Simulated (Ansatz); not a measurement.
# LaGaO3 (Pm-3m): a soft mode frozen in

Which phase does LaGaO3 (Pm-3m) fall into along its unstable mode, and how much energy does it gain?

Calculated with Ansatz 0.2.0; DFT PBEsol, scalar-relativistic, plane waves, PAW; PAW set soft_1.

The raw output is cut from this account; settings, times and results stay.

## Step 1: The structure

The structure is cubic, space group Pm-3m (No. 221). The conventional cell has a = 3.865 Å, b = 3.865 Å, c = 3.865 Å, α = 90.00°, β = 90.00°, γ = 90.00°. La has 12 O at 2.73 Å nearest. Ga has 6 O at 1.93 Å nearest. O has 2 Ga at 1.93 Å and 4 La at 2.73 Å nearest. Farther neighbours, and contacts between anions beyond the nearest, are not listed.

## Step 2: Phonons on a q mesh

Stability and thermal properties need the whole zone. Linear response on a 4×4×4 q mesh gives force constants as far as a supercell of that size would, and the tensors from the zone-centre run are typed in so that the long-range dipole term is interpolated apart.

Contents of input.yaml:

```yaml
crystal:
  lattice:
    - [3.8649841263, 0.0, 0.0]
    - [0.0, 3.8649841263, 0.0]
    - [0.0, 0.0, 3.8649841263]
  atoms:
    - { symbol: La, position: [0.5, 0.5, 0.5] }
    - { symbol: Ga, position: [0.0, 0.0, 0.0] }
    - { symbol: O, position: [0.0, 0.5, 0.0] }
    - { symbol: O, position: [0.0, 0.0, 0.5] }
    - { symbol: O, position: [0.5, 0.0, 0.0] }
kpoints:
  mp_grid: { grid: [8, 8, 8] }
hamiltonian:
  xc: pbesol
  pseudopotentials: { kind: paw, azcp: { folder: soft_1 }, xc_functional: pbe }
scf:
  occupations: { method: fixed }
output:
  eigenvalues: true
phonons:
  method: dfpt
  qmesh: [4, 4, 4]
  temperatures: { t_max: 1000, t_step: 50 }
  qpath:
    path:
      - [[0.0, 0.0, 0.0], [0.0, 0.5, 0.0], [0.5, 0.5, 0.0], [0.0, 0.0, 0.0], [0.5, 0.5, 0.5], [0.0, 0.5, 0.0]]
      - [[0.5, 0.5, 0.5], [0.5, 0.5, 0.0]]
    npoints: 10
  non_analytic_term:
    high_frequency_dielectric_tensor: [[5.2665, 0.0, 0.0], [0.0, 5.2665, 0.0], [0.0, 0.0, 5.2665]]
    born_effective_charges:
      - { species: La, tensor: [[4.4818, 0.0, 0.0], [0.0, 4.4818, 0.0], [0.0, 0.0, 4.4818]] }
      - { species: Ga, tensor: [[3.224, 0.0, 0.0], [0.0, 3.224, 0.0], [0.0, 0.0, 3.224]] }
      - { species: O, tensor: [[-2.4474, 0.0, 0.0], [0.0, -2.8111, 0.0], [0.0, 0.0, -2.4474]] }
      - { species: O, tensor: [[-2.4474, 0.0, 0.0], [0.0, -2.4474, 0.0], [0.0, 0.0, -2.8111]] }
      - { species: O, tensor: [[-2.8111, 0.0, 0.0], [0.0, -2.4474, 0.0], [0.0, 0.0, -2.4474]] }
    source: "zone-centre run at this cell"
```

The run is started by

```sh
$ ansatz run input.yaml --threads 4 --pin off --max-ram 10240MiB --backend cpu --events-out ev --progress --plain --runs-dir out
```

The job ended after 13 min (4 threads of Arm Neoverse V1, shared host; peak memory 2.3 GiB; 50 min of CPU time).

This step gave:

| Item | Value |
| --- | --- |
| gap on the k-mesh | 3.347 eV |
| volume per atom | 11.55 Å³ |
| sum-rule residual before enforcement | 3.76e-5 eV/Å² |
| lowest frequency on the path | -213.0 cm⁻¹ |
| point group | m-3m |
| highest frequency on path, mesh or solved points | 789.6 cm⁻¹ |
| highest optical mode at the zone centre (no LO-TO term) | 653.7 cm⁻¹ |
| lowest optical zone-centre mode | 66.92 cm⁻¹ |
| lowest mode on the q mesh (acoustic modes at Γ apart) | -213.0 cm⁻¹ |

Frequencies (cm⁻¹) solved at each irreducible wavevector; negative means imaginary. Frequencies by wavevector, by row:

| q in reciprocal lattice units | star | mode 1 | mode 2 | mode 3 | mode 4 | mode 13 | mode 14 | mode 15 |
| --- | --- | --- | --- | --- | --- | --- | --- | --- |
| 0 0 0 | 1 | 0 | 0 | 0 | 66.9 | 653.7 | 653.7 | 653.7 |
| 0 0 0.25 | 6 | 49.5 | 49.5 | 111 | 111 | 653.5 | 653.5 | 703.4 |
| 0 0 -0.5 | 3 | 57.3 | 57.3 | 142 | 142 | 653.4 | 653.4 | 690.8 |
| 0 0.25 0.25 | 12 | 45.6 | 56.1 | 71.6 | 121.2 | 590.4 | 653.2 | 736.1 |
| 0 0.25 -0.5 | 12 | -54.5 | 59.3 | 78.3 | 120.6 | 558.2 | 652.9 | 739.6 |
| 0 -0.5 -0.5 | 3 | -175 | 59.6 | 73.2 | 73.2 | 491.1 | 652.4 | 752.2 |
| 0.25 0.25 0.25 | 8 | -53.9 | 60.4 | 60.4 | 86.5 | 588.4 | 588.4 | 762.1 |
| 0.25 0.25 -0.5 | 12 | -113.7 | 22.6 | 68 | 79.1 | 541.4 | 586.3 | 768.9 |
| 0.25 -0.5 -0.5 | 6 | -194.5 | -89.6 | -89.6 | 81.5 | 488.5 | 566.3 | 779.3 |
| -0.5 -0.5 -0.5 | 1 | -213 | -213 | -213 | 94.4 | 485.8 | 485.8 | 789.6 |

Interpolated from a 4×4×4 q mesh, with the LO-TO term (at Γ the limit along the path). The phonon branches at the labelled points (cm⁻¹):

| point | branch 1 | branch 2 | branch 3 | branch 4 | branch 12 | branch 13 | branch 14 | branch 15 |
| --- | --- | --- | --- | --- | --- | --- | --- | --- |
| Γ | 0 | 0 | 0 | 67 | 451 | 654 | 654 | 713 |
| halfway | 50 | 50 | 111 | 111 | 452 | 654 | 654 | 703 |
| X | 57 | 57 | 142 | 142 | 456 | 653 | 653 | 691 |
| halfway | -54 | 59 | 78 | 121 | 446 | 558 | 653 | 740 |
| M | -175 | 60 | 73 | 73 | 438 | 491 | 652 | 752 |
| halfway | 46 | 56 | 72 | 121 | 449 | 590 | 653 | 736 |
| Γ | 0 | 0 | 0 | 67 | 451 | 654 | 654 | 713 |
| halfway | -54 | 60 | 60 | 86 | 438 | 588 | 588 | 762 |
| R | -213 | -213 | -213 | 94 | 374 | 486 | 486 | 790 |
| halfway | -114 | 23 | 68 | 79 | 427 | 541 | 586 | 769 |
| X | 57 | 57 | 142 | 142 | 456 | 653 | 653 | 691 |
| jump to R | -213 | -213 | -213 | 94 | 374 | 486 | 486 | 790 |
| halfway | -194 | -90 | -90 | 82 | 409 | 488 | 566 | 779 |
| M | -175 | 60 | 73 | 73 | 438 | 491 | 652 | 752 |

Symmetry leaves 10 wavevectors to solve. The lowest mode among them, the acoustic zeros apart, lies at q = (-0.5, -0.5, -0.5) and is imaginary, 213.0i cm⁻¹, so the energy falls along it.

## Step 3: The mode frozen in, largest atomic shift 0 Å

The mode followed lies at q = (-0.5, -0.5, -0.5) with frequency 213.0i cm⁻¹ and is 3-fold degenerate, the softest among the wavevectors solved. At small amplitude the pattern taken leaves space group no. 167 by a symmetry search on the positions. The undistorted cell that holds it gives the zero of energy on the same k mesh.

System of this step: LaGaO3. It takes space group Pm-3m (No. 221, cubic). Conventional cell: a = 3.865 Å, b = 3.865 Å, c = 3.865 Å, α = 90.00°, β = 90.00°, γ = 90.00°. La has 12 O at 2.73 Å nearest. Nearest to Ga lie 6 O at 1.93 Å. O has 2 Ga at 1.93 Å and 4 La at 2.73 Å nearest. Farther neighbours, and contacts between anions beyond the nearest, are not listed.

Contents of input.yaml:

```yaml
crystal:
  lattice:
    - [3.8649841263, 3.8649841263, 0.0]
    - [3.8649841263, 0.0, 3.8649841263]
    - [3.8649841263, 0.0, -3.8649841263]
  atoms:
    - { symbol: La, position: [0.5, 0.25, 0.75] }
    - { symbol: La, position: [0.5, 0.75, 0.25] }
    - { symbol: Ga, position: [0.0, 0.0, 0.0] }
    - { symbol: Ga, position: [0.0, 0.5, 0.5] }
    - { symbol: O, position: [0.5, 0.75, 0.75] }
    - { symbol: O, position: [0.5, 0.25, 0.25] }
    - { symbol: O, position: [0.0, 0.25, 0.75] }
    - { symbol: O, position: [0.0, 0.75, 0.25] }
    - { symbol: O, position: [0.0, 0.25, 0.25] }
    - { symbol: O, position: [0.0, 0.75, 0.75] }
kpoints:
  mp_grid: { grid: [6, 6, 6] }
hamiltonian:
  xc: pbesol
  pseudopotentials: { kind: paw, azcp: { folder: soft_1 }, xc_functional: pbe }
scf:
  occupations: { method: gaussian, width: 0.02 }
output:
  forces: true
  stress: true
  eigenvalues: true
```

Run time: 2.4 s. Hardware: 4 threads; peak memory 0.53 GiB; 8.6 s of CPU time.

Numbers from this step:

- pressure: -0.001541 GPa
- energy from the undistorted cell: 0 meV/atom

At this level the gap is 3.35 eV on the k-mesh of the self-consistent run, which can miss the band edges.

## Step 4: The mode frozen in, largest atomic shift 0.32 Å

The atoms are moved along the unstable eigenvector, the largest shift by 0.32 Å, with the cell fixed.

input.yaml, the sections that differ from step 3:

```yaml
crystal:
  lattice:
    - [3.8649841263, 3.8649841263, 0.0]
    - [3.8649841263, 0.0, 3.8649841263]
    - [3.8649841263, 0.0, -3.8649841263]
  atoms:
    - { symbol: La, position: [0.5, 0.25, 0.75] }
    - { symbol: La, position: [0.5, 0.75, 0.25] }
    - { symbol: Ga, position: [0.0, 0.0, 0.0] }
    - { symbol: Ga, position: [0.0, 0.5, 0.5] }
    - { symbol: O, position: [0.5, 0.691455343, 0.75] }
    - { symbol: O, position: [0.5, 0.308544657, 0.25] }
    - { symbol: O, position: [0.058544657, 0.191455343, 0.691455343] }
    - { symbol: O, position: [-0.058544657, 0.808544657, 0.308544657] }
    - { symbol: O, position: [0.058544657, 0.25, 0.191455343] }
    - { symbol: O, position: [-0.058544657, 0.75, 0.808544657] }
# kpoints, hamiltonian, scf, output: as in step 3
```

Run time: 4.5 s. Hardware: 4 threads; peak memory 0.58 GiB.

Numbers from this step:

```yaml
pressure: 1.978 GPa
gap_on_the_k_mesh: 3.899 eV
energy_from_the_undistorted_cell: -44.69 meV/atom
```

The energy, extrapolated to zero smearing, is -44.69 meV/atom against the undistorted cell.

The run ends at a pressure of 1.98 GPa, with forces up to 0.100 eV/Å.

## Step 5: Energy along the mode, all amplitudes (two of the runs are shown above)

An imaginary frequency means negative curvature, so the energy should fall and then rise again as anharmonic terms take over.

This step gave:

| Item | Value |
| --- | --- |
| depth at the lowest point sampled | 44.69 meV/atom |
| largest atomic shift at that point | 0.32 Å |

The energy from the parent by largest atomic shift:

| largest atomic shift (Å) | energy from the parent (meV/atom) |
| --- | --- |
| 0.000 | 0 |
| 0.040 | -1.27 |
| 0.080 | -4.97 |
| 0.140 | -14.2 |
| 0.220 | -30.1 |
| 0.320 | -44.7 |
| 0.450 | -22.6 |
| 0.600 | 136 |

Displacement at unit largest shift by atom:

| atom | x (Å) | y (Å) | z (Å) | size |
| --- | --- | --- | --- | --- |
| La1 | 0.000 | 0.000 | 0.000 | 0.000 |
| La2 | 0.000 | 0.000 | 0.000 | 0.000 |
| Ga3 | 0.000 | 0.000 | 0.000 | 0.000 |
| Ga4 | 0.000 | 0.000 | 0.000 | 0.000 |
| O5 | -0.707 | 0.000 | -0.707 | 1.000 |
| O6 | 0.707 | 0.000 | 0.707 | 1.000 |
| O7 | -0.707 | 0.707 | 0.000 | 1.000 |
| O8 | 0.707 | -0.707 | 0.000 | 1.000 |
| O9 | 0.000 | 0.707 | 0.707 | 1.000 |
| O10 | 0.000 | -0.707 | -0.707 | 1.000 |

The lowest step is at 0.32 Å, 44.7 meV/atom below the parent, and the energy rises beyond it.

## Step 6: Relaxing from the distorted cell

Starting from the lowest point found, all atoms and the cell are let go, so that strain and other modes of the same symmetry can join in.

Changes to input.yaml since step 4:

```diff
@@ -22,3 +22,3 @@
 scf:
-  occupations: { method: gaussian, width: 0.02 }
+  occupations: { method: fixed }
 output:
@@ -27 +27,6 @@
   eigenvalues: true
+relax:
+  adjacent_minimum: "off"
+  f_tol: 0.002
+  max_steps: 120
+  cell: { stress_tol: 0.03 }
```

Run time: 31 s. Hardware: 4 threads; peak memory 0.6 GiB.

Relaxation path:

| step | energy less that of the first step (eV) | largest force component (eV/Å) | pressure (GPa) | volume (Å³) |
| --- | --- | --- | --- | --- |
| 1 | 0.0000 | 0.0706 | 1.98 | 115.47 |
| 2 | -0.0189 | 0.0764 | 0.79 | 116.08 |
| 3 | -0.0277 | 0.0608 | -0.20 | 116.77 |
| 4 | -0.0327 | 0.0001 | 0.35 | 116.64 |
| 5 | -0.0324 | 0.0001 | -0.02 | 116.87 |
| 6* | -0.0368 | 0.0002 | 0.04 | 116.87 |
| 7 | -0.0368 | 0.0000 | 0.00 | 116.90 |
| 8* | -0.0369 | 0.0000 | 0.00 | 116.90 |

Relaxation steps marked * repeat the geometry before them on a plane-wave basis chosen anew for their cell, so energy and pressure can jump there.

The run keeps the 12 symmetry operations that the program found, so distortions that break them were not tested.

| conventional cell, symmetrised | before | after | change |
| --- | --- | --- | --- |
| a (Å) | 5.466 | 5.523 | +1.0 % |
| b (Å) | 5.466 | 5.523 | +1.0 % |
| c (Å) | 13.389 | 13.275 | -0.9 % |
| volume (Å³/atom) | 11.55 | 11.69 | +1.2 % |

The atoms that moved most (Å, as changes of fractional coordinates times the final cell):

| atom | dx | dy | dz | length |
| --- | --- | --- | --- | --- |
| O5 | -0.027 | 0.000 | -0.027 | 0.038 |
| O8 | 0.027 | -0.027 | 0.000 | 0.038 |
| O10 | 0.000 | -0.027 | -0.027 | 0.038 |
| O7 | -0.027 | 0.027 | 0.000 | 0.038 |
| O6 | 0.027 | 0.000 | 0.027 | 0.038 |
| O9 | 0.000 | 0.027 | 0.027 | 0.038 |

Read from the output:

```
pressure          : 0.001527 GPa
gap on the k-mesh : 3.703 eV
volume per atom   : 11.69 Å³
```

The distorted start has space group R-3c; the relaxation ends in R-3c.

## Step 7: The new phase in its own primitive cell

The relaxed structure is symmetrised, reduced to its primitive cell and relaxed tightly, as its phonons need.

input.yaml, the sections that differ from step 6:

```yaml
crystal:
  lattice:
    - [2.7615407714, 1.5943763078, 4.4249007047]
    - [-2.7615407714, 1.5943763078, 4.4249007047]
    - [0.0, -3.1887526155, 4.4249007047]
  atoms:
    - { symbol: La, position: [0.75, 0.75, 0.75] }
    - { symbol: La, position: [0.25, 0.25, 0.25] }
    - { symbol: Ga, position: [0.5, 0.5, 0.5] }
    - { symbol: Ga, position: [0.0, 0.0, 0.0] }
    - { symbol: O, position: [0.1845726411, 0.75, 0.3154273589] }
    - { symbol: O, position: [0.8154273589, 0.25, 0.6845726411] }
    - { symbol: O, position: [0.6845726411, 0.8154273589, 0.25] }
    - { symbol: O, position: [0.3154273589, 0.1845726411, 0.75] }
    - { symbol: O, position: [0.75, 0.3154273589, 0.1845726411] }
    - { symbol: O, position: [0.25, 0.6845726411, 0.8154273589] }
relax:
  adjacent_minimum: "off"
  f_tol: 0.001
  max_steps: 60
  cell: { stress_tol: 0.01 }
# kpoints, hamiltonian, scf, output: as in step 6
```

It took 8.9 s on 4 threads; peak memory 0.6 GiB; 34 s of CPU time.

Little changed from the start: no atom moved by 0.005 Å and no cell edge by 0.1 %.

Numbers from this step:

| Quantity | Value |
| --- | --- |
| pressure | 0.001531 GPa |
| direct gap on mesh | 3.846 eV |

The largest force component left is 0.0100 meV/Å and the pressure is 0.002 GPa, within the tolerances set. The cell now holds 11.69 Å³/atom.

## Step 8: Modes of the new phase, k-mesh 6×6×6

A relaxed structure may still be a saddle point, so its zone-centre modes are computed. The response to a homogeneous field gives the Born charges and the dielectric tensor.

Changes to input.yaml since step 7:

```diff
@@ -24,9 +24,6 @@
 output:
-  forces: true
-  stress: true
   eigenvalues: true
-relax:
-  adjacent_minimum: "off"
-  f_tol: 0.001
-  max_steps: 60
-  cell: { stress_tol: 0.01 }
+phonons:
+  method: dfpt
+  dielectric: true
+  rigid_motions: translations
```

It took 5.8 min on 4 threads; peak memory 3.2 GiB; 22 min of CPU time.

Read from the output:

```yaml
sum_rule_residual_before_enforcement: 1.45e-4 eV/Å²
miss_of_the_charge_sum_rule: 1.24e-5 e
point_group: -3m
highest_optical_mode_at_the_zone_centre_no_lo_to_term: 698.9 cm⁻¹
lowest_optical_zone_centre_mode: -13.48 cm⁻¹
mean_high_frequency_dielectric_constant: 5.098
largest_born_charge_third_of_the_trace: 4.314 e
top_of_the_zone_centre_spectrum_with_the_field: 698.9 cm⁻¹
```

Without the LO-TO term. Patterns of degenerate modes are one choice out of their space. Modes at Γ, with each element's share of the kinetic energy (negative means imaginary):

| mode | frequency (cm⁻¹) | symmetry | La % | Ga % | O % |
| --- | --- | --- | --- | --- | --- |
| 1 | -13.5 | Eg | 18 | 0 | 82 |
| 2 | -13.5 | Eg | 18 | 0 | 82 |
| 3 | 0.0 | acoustic | 54 | 27 | 19 |
| 4 | 0.0 | acoustic | 54 | 27 | 19 |
| 5 | 0.0 | acoustic | 54 | 27 | 19 |
| 6 | 111.1 | A2u | 42 | 15 | 43 |
| 7 | 111.2 | A2g | 98 | 0 | 2 |
| 8 | 153.6 | Eu | 37 | 25 | 39 |
| 9 | 153.6 | Eu | 37 | 25 | 39 |
| 10 | 169.7 | Eg | 82 | 0 | 18 |
| 11 | 169.7 | Eg | 82 | 0 | 18 |
| 12 | 220.7 | Eu | 6 | 33 | 61 |
| 13 | 220.7 | Eu | 6 | 33 | 61 |
| 14 | 242.6 | A2u | 4 | 54 | 43 |
| 15 | 284.8 | Eu | 2 | 89 | 8 |
| 16 | 284.8 | Eu | 2 | 89 | 8 |
| 17 | 284.8 | A1u | 0 | 100 | 0 |
| 18 | 291.7 | A1g | 0 | 0 | 100 |
| 19 | 312.0 | Eu | 1 | 22 | 76 |
| 20 | 312.0 | Eu | 1 | 22 | 76 |
| 21 | 355.3 | A2g | 2 | 0 | 98 |
| 22 | 399.1 | A1u | 0 | 0 | 100 |
| 23 | 405.4 | Eg | 0 | 0 | 100 |
| 24 | 405.4 | Eg | 0 | 0 | 100 |
| 25 | 430.4 | Eg | 0 | 0 | 100 |
| 26 | 430.4 | Eg | 0 | 0 | 100 |
| 27 | 544.9 | A2u | 0 | 5 | 95 |
| 28 | 593.5 | Eu | 0 | 4 | 96 |
| 29 | 593.5 | Eu | 0 | 4 | 96 |
| 30 | 698.9 | A2g | 0 | 0 | 100 |

Displacements in mode 1 (-13.5 cm⁻¹), the largest set to 1:
```
La1 -0.02 -0.26  0.00
La2  0.02  0.26  0.00
Ga3  0.00  0.00  0.00
Ga4  0.00  0.00  0.00
O5   0.05 -0.57 -0.45
O6  -0.05  0.57  0.45
O7   0.03  0.73 -1.00
O8  -0.03 -0.73  1.00
O9  -0.13 -0.58 -0.55
O10  0.13  0.58  0.55
```

Displacements in mode 20 (312.0 cm⁻¹), the largest set to 1:
```
La1  0.00 -0.07  0.00
La2  0.00 -0.07  0.00
Ga3 -0.18 -0.37  0.00
Ga4  0.17 -0.37  0.00
O5   0.43  1.00 -0.12
O6   0.43  1.00 -0.12
O7   0.00  0.25  0.24
O8   0.00  0.25  0.24
O9  -0.43  1.00 -0.12
O10 -0.43  1.00 -0.12
```

Optical modes at the zone centre, without and with the macroscopic field of the longitudinal modes; each column is sorted by frequency, so a row need not hold one and the same mode. Modes with and without the field, by row:

| rank among optical modes | no field (cm⁻¹) | q along (1, 0, 0) (cm⁻¹) | q along (0, 0, 1) (cm⁻¹) |
| --- | --- | --- | --- |
| 1 | -13.5 | -13.5 | -13.5 |
| 2 | -13.5 | -13.5 | -13.5 |
| 3 | 111.1 | 111.1 | 111.2 |
| 4 | 111.2 | 111.2 | 153.6 |
| 5 | 153.6 | 153.6 | 153.6 |
| 6 | 153.6 | 169.7 | 169.7 |
| 7 | 169.7 | 169.7 | 169.7 |
| 8 | 169.7 | 180.1 | 176.9 |
| 9 | 220.7 | 220.7 | 220.7 |
| 10 | 220.7 | 229.9 | 220.7 |
| 11 | 242.6 | 242.6 | 284.8 |
| 12 | 284.8 | 284.8 | 284.8 |
| 13 | 284.8 | 284.8 | 284.8 |
| 14 | 284.8 | 285.5 | 291.7 |
| 15 | 291.7 | 291.7 | 312 |
| 16 | 312 | 312 | 312 |
| 17 | 312 | 355.3 | 355.3 |
| 18 | 355.3 | 399.1 | 399.1 |
| 19 | 399.1 | 405.4 | 405.4 |
| 20 | 405.4 | 405.4 | 405.4 |
| 21 | 405.4 | 430.4 | 426.6 |
| 22 | 430.4 | 430.4 | 430.4 |
| 23 | 430.4 | 524.2 | 430.4 |
| 24 | 544.9 | 544.9 | 593.5 |
| 25 | 593.5 | 593.5 | 593.5 |
| 26 | 593.5 | 650 | 621.5 |
| 27 | 698.9 | 698.9 | 698.9 |

Born charge (rows field, columns displacement) (e), principal values of the symmetric part by kind of site:

| atom | atoms with these values | low | middle | high | mean |
| --- | --- | --- | --- | --- | --- |
| La1 | 2 | 3.96 | 4.49 | 4.49 | 4.31 |
| Ga3 | 2 | 3.23 | 3.39 | 3.39 | 3.34 |
| O5 | 6 | -2.76 | -2.63 | -2.27 | -2.55 |

In full for Ga3:

```
 3.39 -0.11  0.00
 0.11  3.39  0.00
 0.00  0.00  3.23
```

High-frequency dielectric tensor:

```
5.19 0.00 0.00
0.00 5.19 0.00
0.00 0.00 4.92
```

Transverse modes; imaginary modes are left out. Infrared lines, with heights relative to the strongest:

| position (cm⁻¹) | lines merged | relative intensity |
| --- | --- | --- |
| 111 | 2 | 24 |
| 154 | 1 | 24 |
| 170 | 1 | 0.0 |
| 221 | 1 | 8.8 |
| 243 | 1 | 27 |
| 285 | 2 | 2.5 |
| 292 | 1 | 0.0 |
| 312 | 1 | 100 |
| 355 | 1 | 0.0 |
| 399 | 1 | 0.0 |
| 405 | 1 | 0.0 |
| 430 | 1 | 0.0 |
| 545 | 1 | 11 |
| 594 | 1 | 12 |
| 699 | 1 | 0.0 |

Before it was imposed, the acoustic sum rule was missed by 1.4e-4 eV/Å² and the charge sum rule by 1.2e-5 e. Small misses are needed for a sound result but don't prove that mesh and cutoff are converged. The lowest optical mode is imaginary, 13.5i cm⁻¹, so the energy falls along it.

## Step 9: Summary of results

| Quantity | Value |
| --- | --- |
| unstable mode of the parent | q = (-0.5, -0.5, -0.5), 213i cm⁻¹ |
| depth at the lowest point sampled | 44.7 meV/atom |
| largest atomic shift at that point | 0.32 Å |
| space group reached | R-3c |
| energy gained over the parent (first relaxation, on the mesh of the frozen mode) | 48.4 meV/atom |
| volume per atom, phase reached | 11.7 Å³ |
| gap on the k-mesh, phase reached | 3.70 eV |
| lowest optical zone-centre mode, phase reached | -13.5 cm⁻¹ |
| highest optical mode at the zone centre (no LO-TO term), phase reached | 699 cm⁻¹ |

**Reading.** Along this mode the structure falls into R-3c, 48.4 meV/atom below the parent. At the parent's cell the well is 44.69 meV/atom deep on the steps tried, with its lowest point at a shift of 0.32 Å. Relaxing atoms and cell changes the gain by +3.69 meV/atom against the lowest step (energies at zero smearing). The new phase still has an imaginary mode at the zone centre of its cell, so it is a saddle point on the way to a lower structure. Of the 4 patterns followed from this parent, this one ends 0.718 meV/atom above the lowest, Imma. Differences under 1.0 meV/atom are within the error of comparing unlike cells and meshes, so the order among close phases is not settled. Each path keeps the symmetry of its pattern, so a lower phase may lie along a pattern not tried. Spin-orbit coupling is left out, which can matter for the heavy elements here. The PAW files were made for PBE and serve the other functionals too.

[Long decimals in the printed logs are rounded to 6 places.]

[Logs are printed without paths, hosts, clocks, repeated set-up lines and the standing remarks that a program may print on its own settings, such as how far it seeks lower states.]

[Hosts, paths, dates, database ids (printed as entryN), source tags and the programs' standing remarks are cut or masked in the printed files.]

[Where the starting crystal was built by hand or by swapping elements, it need not be the compound's stable phase.]
